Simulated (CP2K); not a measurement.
Consider 2-fluorocarbonylthiophene at its PBE geometry (Å).

```xyz
11

O     2.8558    1.2110    0.0837
C     2.1343    0.2507   -0.0162
F     2.6735   -1.0306   -0.1853
C     0.6854    0.2036    0.0102
C    -0.1623   -0.8900   -0.1006
C    -1.5242   -0.5235   -0.0284
C    -1.6902    0.8405    0.1362
S    -0.2033    1.6766    0.2042
H     0.2077   -1.9041   -0.2273
H    -2.3531   -1.2242   -0.0956
H    -2.6236    1.3900    0.2191
```

Method: CP2K XAS_TDP, all-electron GAPW, PBEh(45%), aug-cc-pVDZ, TDA, GW2X-corrected core level, no relativity.

**Question.** Predict the bright core excitations at the O K edge.

Leading lines: O1 531.81 eV. The leading line of an atom is its first one with 35 % of the strongest within 2.5 eV of its lowest line over the strength cut. Core ionisation energies at this level: O1 538.50 eV.

The first six lines of each atom with a strength over 0.0015:

```
            atom  energy (eV)  states  strength, one atom  above the computed threshold
O1 (bonded to C)       531.81       1              0.0370                              
                       536.73       1              0.0043                              
                       536.85       1              0.0016                              
                       537.33       1              0.0020                              
                       537.70       1              0.0077                              
                       539.05       1              0.0034                           yes
```

Lines are vertical, at one geometry, with no vibrational structure. GW2X ionisation energies and lines can be off by 1 to 2 eV either way, and a good line position may hide errors that cancel. These values hold no scalar relativity, about 0.4 eV for O 1s. Rydberg lines, and the discretised continuum above threshold, depend on the basis and the box.

[Banner, clock and machine lines of the logs are left out without a mark of their own.]

[Logs are printed without paths, hosts, clocks, repeated set-up lines and the standing remarks that a program may print on its own settings, such as how far it seeks lower states.]

[Hosts, paths, dates, database ids (printed as entryN), source tags and the programs' standing remarks are cut or masked in the printed files.]
